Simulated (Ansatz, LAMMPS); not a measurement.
# Elastic response of glassy 61Al2O3-39P2O5 (mol %) (104 atoms), part 3 of 3

How stiff is glassy 61Al2O3-39P2O5 (mol %) (104 atoms), and how do its levels respond to strain?

Ansatz 0.2.0; Kohn-Sham DFT, r2SCAN, PAW (set soft_2), plane waves.

The cell: 22 Al, 14 P and 68 O. The quench rate of 50 K/ps far exceeds what a furnace or splat quench reaches. The starting topology of bonds comes from the classical model. The Brillouin zone is sampled at Γ only.

So far. Step 10 (Stretched by 1 % along x): The relaxation converged after 5 steps, 0.0890 eV below its start, with a largest force component of 0.040 eV/Å. Step 10 (Stretched by 1 % along x): Stretched by 1 % along x: the energy stands 0.0551 eV above that of the reference, at a pressure of -0.868 GPa.

### Step 11. Compressed by 1 % along x

The relaxed cell is strained along x alone, which gives the stiffness along x and its coupling to y and z.

input.yaml reads:

```yaml
crystal:
  lattice:
    - [10.46682, -0.13284, 0.18854]
    - [-0.13151, 10.70846, -0.04876]
    - [0.18665, -0.04876, 10.9119]
  atoms:
    [... the 104 atom lines of step 4 ...]
kpoints:
  mp_grid: { grid: [1, 1, 1] }
hamiltonian:
  xc: r2scan
scf:
  occupations: { method: fermi_dirac, width: 0.05 }
output:
  forces: true
  eigenvalues: true
  stress: true
relax:
  f_tol: 0.05
  max_steps: 70
```

The run is started by

```bash
$ ansatz run input.yaml --threads 4 --pin off --max-ram 8192MiB --backend cpu --events-out ev --progress --plain --runs-dir out
```

Numbers of over 12 decimals in the logs are rounded to 6 here.

What it wrote:

```text
[...]
Crystal: 104 atoms, lattice volume = 1222.454 Å³
Basis set: ecut = 500 eV, 30995 PW (Γ), exchange–correlation on 320×320×320 points (64 copies of the dense FFT grid, shifted against one another)
Bands: 376, of which v1, the nominal top of the filled ones, is band 272 counted from 1 (271 counted from 0)
Symmetry: 1 space group operations
[...]
k-points: 1
[...]
SCF iter   1: F=—  HF=-61290.028351 eV  |F-HF|=—  |Δ(HF+E_count)|=         —  Δρ=8.43e-3  dr2=9.18e-1  dr2_τ=9.38e0  ethr=1.77e-3  ⟨swp⟩=6.0  Hψ=1816  notcnv=0  defer=97
[...]
SCF iter   5: F=—  HF=-61292.941076 eV  |F-HF|=—  |Δ(HF+E_count)|=   2.15e-4  Δρ=1.40e-4  dr2=2.17e-4  dr2_τ=2.93e-5  ethr=3.50e-7  ⟨swp⟩=3.0  Hψ=573  notcnv=0  defer=97
SCF iter   6: F=-61292.941119 eV  HF=-61292.941121 eV  |F-HF|=2.51e-6  |Δ(HF+E_count)|=   4.52e-5  Δρ=4.40e-5  dr2=2.33e-5  dr2_τ=2.55e-6  ethr=1.15e-8  ⟨swp⟩=18.0  Hψ=2807  notcnv=0
SCF 1 converged in 6 iterations: F = -61292.941119 eV  dr2 = 2.33e-5
[...]
relax step   1: F+E_penalty+E_count = -61292.94111875 eV  Δ(F+E_penalty+E_count) = +0.000e0 eV  max|allowed force component| = 6.770e-1 eV/Å  Δτ_max = 0.0000 Å  (6 SCF iters, dr2 threshold 6.25e-5 eV, accepted)
[...]
relax step   2: F+E_penalty+E_count = -61292.99321119 eV  Δ(F+E_penalty+E_count) = -5.209e-2 eV  max|allowed force component| = 3.784e-1 eV/Å  Δτ_max = 0.0126 Å  (5 SCF iters, dr2 threshold 2.86e-5 eV, accepted)
[...]
relax step   3: F+E_penalty+E_count = -61293.02548579 eV  Δ(F+E_penalty+E_count) = -3.227e-2 eV  max|allowed force component| = 9.729e-2 eV/Å  Δτ_max = 0.0161 Å  (6 SCF iters, dr2 threshold 8.95e-6 eV, accepted)
relax step   4: F+E_penalty+E_count = -61293.00099640 eV  Δ(F+E_penalty+E_count) = +2.449e-2 eV  max|allowed force component| = 2.032e-1 eV/Å  Δτ_max = 0.1255 Å  (9 SCF iters, rejected (line search))
relax step   5: F+E_penalty+E_count = -61293.03862224 eV  Δ(F+E_penalty+E_count) = -1.314e-2 eV  max|allowed force component| = 8.732e-2 eV/Å  Δτ_max = 0.0502 Å  (9 SCF iters, accepted)
relax step   6: F+E_penalty+E_count = -61293.04474922 eV  Δ(F+E_penalty+E_count) = -6.127e-3 eV  max|allowed force component| = 5.358e-2 eV/Å  Δτ_max = 0.0436 Å  (8 SCF iters, accepted)
[...]
relax step   7: F+E_penalty+E_count = -61293.04715597 eV  Δ(F+E_penalty+E_count) = -2.407e-3 eV  max|allowed force component| = 3.110e-2 eV/Å  Δτ_max = 0.0244 Å  (8 SCF iters, accepted)
[...]
SCF iter   2: F=-61293.047156 eV  HF=-61293.047156 eV  |F-HF|=1.47e-9  |Δ(HF+E_count)|=  3.86e-10  Δρ=3.67e-7  dr2=2.03e-9  dr2_τ=3.92e-10  ethr=2.85e-12  ⟨swp⟩=4.0  Hψ=905  notcnv=0
SCF 8 converged in 2 iterations: F = -61293.047156 eV  dr2 = 2.03e-9
SCF converged after 2 iterations
Free energy (F): -61293.047156 eV
[...]
Internal energy: -61293.047156 eV  (E = F + TS)
E sigma→0 (E₀):  -61293.047156 eV
Fermi energy:    6.530224 eV
[...]
Σ components = -61293.047156   (vs F -61293.047156, Δ=0.00e0)
--- Forces (eV/Å), atoms counted from 1 ---
  atom   1  Al    -0.00274608    -0.00208851    -0.00328112
  atom   2  Al     0.00102863     0.01367420    -0.00547901
  atom   3  Al     0.00835557    -0.00783745    -0.00110678
  atom   4  Al    -0.00294017     0.00549321    -0.00685954
[...]
atom 104  O      0.01082901     0.00042580     0.00482703
  max |Σ_I F_I| component: 2.25e-4 eV/Å
--- Stress (GPa, compression-positive) ---
        1.287885      -0.008858       0.114927
       -0.008874       0.563844      -0.191557
        0.114956      -0.191562       0.537024
  P = ⅓ Tr σ = 0.7963 GPa (7.963 kbar)
--- Band table (eV) ---
[...]
--- Relaxed structure (7 steps of the walk, 6 accepted, 0 SCFs on fresh bases) ---
  F+E_penalty+E_count = -61293.04715597 eV   max|allowed force component| = 3.110e-2 eV/Å
  atoms:
    - { symbol: Al, position: [0.174468, 0.127593, 0.237008] }
    - { symbol: Al, position: [0.884303, 0.991026, 0.889041] }
    - { symbol: Al, position: [0.560384, 0.467239, 0.00293176] }
    - { symbol: Al, position: [0.964666, 0.802287, 0.109282] }
[...]
- { symbol: O, position: [0.149567, 0.311140, 0.911340] }
```

Wall time 90 s (4 threads of AMD EPYC 9R45, shared host); peak memory 3.3 GiB.

The relaxation converged after 7 steps, 0.106 eV below its start, with a largest force component of 0.031 eV/Å.

Compressed by 1 % along x: the energy stands 0.0444 eV above that of the reference, at a pressure of 0.796 GPa.

### Step 12. Sheared by 2 % in xy

A shear of the relaxed cell gives the modulus that volume changes can't reach.

input.yaml, the sections that differ from step 11:

```yaml
crystal:
  lattice:
    - [10.57122, -0.02711, 0.18854]
    - [-0.02576, 10.70713, -0.04876]
    - [0.18805, -0.04687, 10.9119]
  atoms:
    [... the 104 atom lines of step 4 ...]
# kpoints, hamiltonian, scf, output, relax: as in step 11
```

What it wrote:

```text
[...]
Crystal: 104 atoms, lattice volume = 1234.679 Å³
Basis set: ecut = 500 eV, 31349 PW (Γ), exchange–correlation on 320×320×320 points (64 copies of the dense FFT grid, shifted against one another)
Bands: 376, of which v1, the nominal top of the filled ones, is band 272 counted from 1 (271 counted from 0)
Symmetry: 1 space group operations
[...]
k-points: 1
[...]
SCF iter   1: F=—  HF=-61290.019606 eV  |F-HF|=—  |Δ(HF+E_count)|=         —  Δρ=8.41e-3  dr2=9.29e-1  dr2_τ=9.14e0  ethr=1.77e-3  ⟨swp⟩=6.0  Hψ=1827  notcnv=0  defer=97
[...]
SCF iter   5: F=—  HF=-61292.883814 eV  |F-HF|=—  |Δ(HF+E_count)|=   2.76e-4  Δρ=1.44e-4  dr2=2.36e-4  dr2_τ=3.19e-5  ethr=3.84e-7  ⟨swp⟩=3.0  Hψ=651  notcnv=0  defer=100
SCF iter   6: F=-61292.883854 eV  HF=-61292.883856 eV  |F-HF|=1.62e-6  |Δ(HF+E_count)|=   4.22e-5  Δρ=4.47e-5  dr2=2.56e-5  dr2_τ=2.63e-6  ethr=1.15e-8  ⟨swp⟩=20.0  Hψ=2928  notcnv=0
SCF 1 converged in 6 iterations: F = -61292.883854 eV  dr2 = 2.56e-5
[...]
relax step   1: F+E_penalty+E_count = -61292.88385450 eV  Δ(F+E_penalty+E_count) = +0.000e0 eV  max|allowed force component| = 7.321e-1 eV/Å  Δτ_max = 0.0000 Å  (6 SCF iters, dr2 threshold 6.25e-5 eV, accepted)
[...]
relax step   2: F+E_penalty+E_count = -61292.96959173 eV  Δ(F+E_penalty+E_count) = -8.574e-2 eV  max|allowed force component| = 4.441e-1 eV/Å  Δτ_max = 0.0168 Å  (5 SCF iters, dr2 threshold 3.35e-5 eV, accepted)
[...]
relax step   3: F+E_penalty+E_count = -61292.86708228 eV  Δ(F+E_penalty+E_count) = +1.025e-1 eV  max|allowed force component| = 8.726e-1 eV/Å  Δτ_max = 0.1989 Å  (7 SCF iters, dr2 threshold 1.23e-5 eV, rejected (line search))
relax step   4: F+E_penalty+E_count = -61293.01943310 eV  Δ(F+E_penalty+E_count) = -4.984e-2 eV  max|allowed force component| = 1.614e-1 eV/Å  Δτ_max = 0.0779 Å  (9 SCF iters, accepted)
relax step   5: F+E_penalty+E_count = -61293.01415622 eV  Δ(F+E_penalty+E_count) = +5.277e-3 eV  max|allowed force component| = 3.934e-1 eV/Å  Δτ_max = 0.0554 Å  (7 SCF iters, dr2 threshold 3.44e-6 eV, rejected (line search))
relax step   6: F+E_penalty+E_count = -61293.02709144 eV  Δ(F+E_penalty+E_count) = -7.658e-3 eV  max|allowed force component| = 1.738e-1 eV/Å  Δτ_max = 0.0271 Å  (9 SCF iters, accepted)
relax step   7: F+E_penalty+E_count = -61293.03370185 eV  Δ(F+E_penalty+E_count) = -6.610e-3 eV  max|allowed force component| = 4.456e-2 eV/Å  Δτ_max = 0.0340 Å  (7 SCF iters, dr2 threshold 3.99e-6 eV, accepted)
[...]
relax step   8: F+E_penalty+E_count = -61293.03370205 eV  Δ(F+E_penalty+E_count) = -1.945e-7 eV  max|allowed force component| = 4.451e-2 eV/Å  Δτ_max = 0.0000 Å  (3 SCF iters, accepted)
[...]
SCF iter   2: F=-61293.033702 eV  HF=-61293.033702 eV  |F-HF|=7.75e-9  |Δ(HF+E_count)|=   5.17e-9  Δρ=7.61e-7  dr2=9.38e-9  dr2_τ=1.04e-9  ethr=7.67e-12  ⟨swp⟩=4.0  Hψ=923  notcnv=0
SCF 9 converged in 2 iterations: F = -61293.033702 eV  dr2 = 9.38e-9
SCF converged after 2 iterations
Free energy (F): -61293.033702 eV
[...]
Internal energy: -61293.033702 eV  (E = F + TS)
E sigma→0 (E₀):  -61293.033702 eV
Fermi energy:    6.407319 eV
[...]
Σ components = -61293.033702   (vs F -61293.033702, Δ=0.00e0)
--- Forces (eV/Å), atoms counted from 1 ---
  atom   1  Al     0.01061031    -0.00082767     0.00888288
  atom   2  Al    -0.00116253     0.00075493     0.00918264
  atom   3  Al     0.01099948     0.00493586     0.00104826
  atom   4  Al     0.02007898     0.00046236     0.02213194
[...]
atom 104  O      0.01497283     0.00232067     0.01287548
  max |Σ_I F_I| component: 1.38e-4 eV/Å
--- Stress (GPa, compression-positive) ---
        0.060996      -0.749710       0.056435
       -0.749723       0.072146       0.157131
        0.056466       0.157150      -0.053981
  P = ⅓ Tr σ = 0.0264 GPa (0.264 kbar)
--- Band table (eV) ---
[...]
--- Relaxed structure (8 steps of the walk, 6 accepted, 0 SCFs on fresh bases) ---
  F+E_penalty+E_count = -61293.03370205 eV   max|allowed force component| = 4.451e-2 eV/Å
  atoms:
    - { symbol: Al, position: [0.172265, 0.132450, 0.238636] }
    - { symbol: Al, position: [0.886894, 0.986912, 0.890948] }
    - { symbol: Al, position: [0.561570, 0.467756, 0.00280269] }
    - { symbol: Al, position: [0.970638, 0.801877, 0.112670] }
[...]
- { symbol: O, position: [0.147044, 0.306046, 0.909118] }
```

Run time: 97 s. Hardware: 4 threads; peak memory 3.3 GiB.

The relaxation converged after 8 steps, 0.150 eV below its start, with a largest force component of 0.045 eV/Å.

Sheared by 2 % in xy: the energy stands 0.0578 eV above that of the reference, at a pressure of 0.0264 GPa.

### Step 13. Pressure against volume

Atoms are relaxed at each volume, in the scaled cell.

| volume change (%) | volume (Å³/atom) | energy change (meV/atom) | pressure (GPa) | largest move on relaxing (Å) | bonds | gap (eV) |
| --- | --- | --- | --- | --- | --- | --- |
| -10 | 10.686 | 29.04 | 8.04 | 0.75 | 158 | 4.92 |
| -6 | 11.161 | 9.76 | 4.85 | 0.49 | 156 | 4.79 |
| -3 | 11.517 | 1.99 | 2.17 | 0.45 | 156 | 4.65 |
| +0 | 11.873 | 0.00 | 0.00 | - | 151 | 4.63 |
| +3 | 12.229 | 2.27 | -1.86 | 0.36 | 150 | 4.43 |
| +6 | 12.585 | 8.57 | -3.80 | 0.46 | 150 | 4.22 |

### Step 14. Uniaxial strain and shear

Stress (GPa, compression positive) less that of the relaxed cell, atoms relaxed:

| strain | xx | yy | zz | xy | energy change (meV/atom) |
| --- | --- | --- | --- | --- | --- |
| stretched by 1 % along x | -1.447 | -0.605 | -0.544 | 0.044 | 0.53 |
| compressed by 1 % along x | 1.287 | 0.564 | 0.546 | -0.002 | 0.43 |
| sheared by 2 % in xy | 0.061 | 0.073 | -0.045 | -0.743 | 0.56 |

### Step 15. Findings

The bulk modulus, from the slope of pressure against ln V over the three points nearest the relaxed volume, is 67.3 GPa; between neighbouring points the slope runs 74, 85, 71, 63 and 67 GPa from the smallest volume up, without a steady fall, so no pressure derivative is given. The count of bonds runs from 150 to 158 over the series, so at some points contacts cross the cutoffs. At -10 % some atom moved by over 0.5 Å on relaxing, so that point may sit in another local minimum. The gap goes from 4.92 eV at the smallest volume to 4.22 eV at the largest, -4.1 eV per unit of ln V by a straight line, on the run's k-points. In the Cartesian axes of the cell, finite differences give C11 = 137, C12 = 58.5, C13 = 54.5 and C66 = 37.2 GPa (the shear of 2 % is the engineering strain, εxy = 0.01). The mean of C11, C12 and C13, which equals the bulk modulus in a cubic or isotropic solid, is 83.2 GPa: it lies 24 % over the bulk modulus from the volumes. For an isotropic solid C66 would equal (C11 − C12)/2 = 39.1 GPa; so small a sample needn't be isotropic, and C66 rests on one shear. With the bulk modulus and C66 as K and G, Young's modulus would be about 94 GPa and Poisson's ratio 0.27.

Caveats: Strains are finite and relaxations stop at the force tolerance of the input, which can leave moduli too stiff; they are those of a static cell at zero temperature. Volumes are changed with the cell's shape held, so in an anisotropic solid the modulus lies over the one under free hydrostatic load. The program notes that the SCF threshold of the relaxations is loose for the stress.

The DFT runs together took 19 min of wall time.

[Logs are printed without paths, hosts, clocks, repeated set-up lines and the standing remarks that a program may print on its own settings, such as how far it seeks lower states.]

[Hosts, paths, dates, database ids (printed as entryN), source tags and the programs' standing remarks are cut or masked in the printed files.]
